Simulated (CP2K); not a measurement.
Two runs for the N K edge of isocyanoacetonitrile. Run A: CP2K XAS_TDP, all-electron GAPW, PBEh(45%), aug-cc-pVDZ, TDA, no relativity. Run B differs in one setting.

First lines with a strength over 0.0015. A:

```
              atom  energy (eV)  states  strength, one atom
N2 (bonded to 2 C)       397.13       1              0.0377
                         397.15       1              0.0394
                         399.38       1              0.0168
                         402.89       1              0.0017
                         404.29       1              0.0026
  N5 (bonded to C)       395.50       1              0.0560
                         395.88       1              0.0551
                         400.26       1              0.0016
                         400.88       1              0.0032
                         401.97       1              0.0045
```

B:

```
              atom  energy (eV)  states  strength, one atom
N2 (bonded to 2 C)       390.36       1              0.0285
                         390.44       1              0.0310
                         391.74       1              0.0094
                         391.91       1              0.0029
                         392.28       1              0.0015
  N5 (bonded to C)       389.08       1              0.0453
                         389.47       1              0.0451
                         391.66       1              0.0019
                         393.83       1              0.0033
                         394.06       1              0.0036
```

Question: Which was it: the basis, scalar relativity switched on, GW2X switched on, the functional?

The functional (functional from PBEh(45%) to PBE0; the lines alone don't name the new value). A functional moves all lines by electronvolts and changes their spacings and strengths. Against PBEh(45%) in aug-cc-pVDZ, the leading lines move by -6.77 eV (N2, to 390.36) and -6.42 eV (N5, to 389.08); the strength of N2's goes from 0.0377 to 0.0285. The next line of N2 over the strength cut lies 0.08 eV higher, against 0.02.

[Banner, clock and machine lines of the logs are left out without a mark of their own.]

[Logs are printed without paths, hosts, clocks, repeated set-up lines and the standing remarks that a program may print on its own settings, such as how far it seeks lower states.]

[Hosts, paths, dates, database ids (printed as entryN), source tags and the programs' standing remarks are cut or masked in the printed files.]
